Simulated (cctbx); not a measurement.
# Diagnosing a refinement

Cell a = 4.8140 Å, b = 4.8140 Å, c = 10.4100 Å, α = 90.00°, β = 90.00°, γ = 90.00°; space group P4/nmm (no. 129, origin choice 1).

The data are simulated with cctbx, not measured: Cu Kα, λ = 1.54184 Å, to d = 0.83 Å, 80 % of the full sphere, strongest reflection 5000 counts, noise from counting, a 6 % proportional error and a noise floor of 8 counts (s.d.); no absorption.

An isotropic refinement with weights 1/σ² prints:

```text
Rint 0.071, 160 unique reflections to 0.83 A
cycle     R1     wR2    GooF  max shift (A)
   1  0.4198  0.7262  16.837   0.15764
  10  0.2178  0.5656  13.112   0.01462
final R1 0.2509 wR2 0.6082 GooF 14.101  parameters 8  data/parameter 20.0
atom        x        y        z      Ueq    occ   su(xyz)  su(Uiso or U11)
Bi1    0.50000  0.00000  0.12863   0.0268  1.000  0.00188  0.0065
Bi2    0.50000  0.50000  0.50000   0.0262  1.000  0.00000  0.0063
Er1    0.50000  0.00000  0.72287   0.0001  1.000  0.00208  0.0055
Pd1    0.50000  0.00000  0.37932   0.0001  1.000  0.00216  0.0059
Pd2    0.50000  0.50000  0.00000   0.0001  1.000  0.00000  0.0060
difference map: max 86.32 min -32.30 rms 6.08
Q1    0.0000  0.5000  0.6185    2   86.47  0.02 A from Pd1
Q2    0.0000  0.0000  0.0000    2   71.13  0.00 A from Pd2
Q3    0.0000  0.5000  0.8269    2   36.12  0.46 A from Bi1
Q4    0.0000  0.5000  0.1133    2   30.90  1.71 A from Er1
Q5    0.0000  0.5000  0.9437    2   30.05  0.75 A from Bi1
Q6    0.0000  0.0000  0.4441    4   24.99  0.58 A from Bi2
```

Q: Accept it or mend it, and why?

Mend it. The fault: start far from the minimum. Against the right model at the same level, R1 goes from 0.0210 to 0.2509 and GooF from 1.10 to 14.10 and the top difference peak, 86.5 e/Å³, lies on Pd1. Least squares finds the nearest minimum, not the best. The fit had not settled when the cycles ran out.

The compound is ErBi2Pd2. The right model at the same level gives:

```text
Rint 0.071, 160 unique reflections to 0.83 A
cycle     R1     wR2    GooF  max shift (A)
   1  0.0837  0.1857   4.307   0.05147
   2  0.0210  0.0473   1.096   0.00000
final R1 0.0210 wR2 0.0473 GooF 1.096  parameters 8  data/parameter 20.0
atom        x        y        z      Ueq    occ   su(xyz)  su(Uiso or U11)
Bi1    0.50000  0.00000  0.11916   0.0101  1.000  0.00010  0.0003
Bi2    0.50000  0.50000  0.50000   0.0126  1.000  0.00000  0.0003
Er1    0.50000  0.00000  0.77756   0.0095  1.000  0.00014  0.0004
Pd1    0.50000  0.00000  0.36596   0.0110  1.000  0.00019  0.0004
Pd2    0.50000  0.50000  0.00000   0.0115  1.000  0.00000  0.0005
difference map: max 3.38 min -3.36 rms 0.56
Q1    0.0000  0.5000  0.1189    2    3.38  1.08 A from Er1
Q2    0.0000  0.5000  0.8661    2    2.48  0.15 A from Bi1
Q3    0.0000  0.5000  0.9925    2    2.38  1.16 A from Bi1
Q4    0.0000  0.0000  0.0708    4    1.88  0.74 A from Pd2
Q5    0.0000  0.5000  0.7310    2    1.79  1.01 A from Pd1
Q6    0.1083  0.1837  0.8642   16    1.77  1.62 A from Bi1
```

Isotropic U is held between 0.0001 and 1 Å² by the program, and listed peak heights are interpolated, so they can pass the grid's maximum.

The model is made up (kin elements in a known structure type, no relaxation), so it says nothing on whether the phase exists.

[Middle refinement cycles are left out of these outputs.]

[Logs are printed without paths, hosts, clocks, repeated set-up lines and the standing remarks that a program may print on its own settings, such as how far it seeks lower states.]
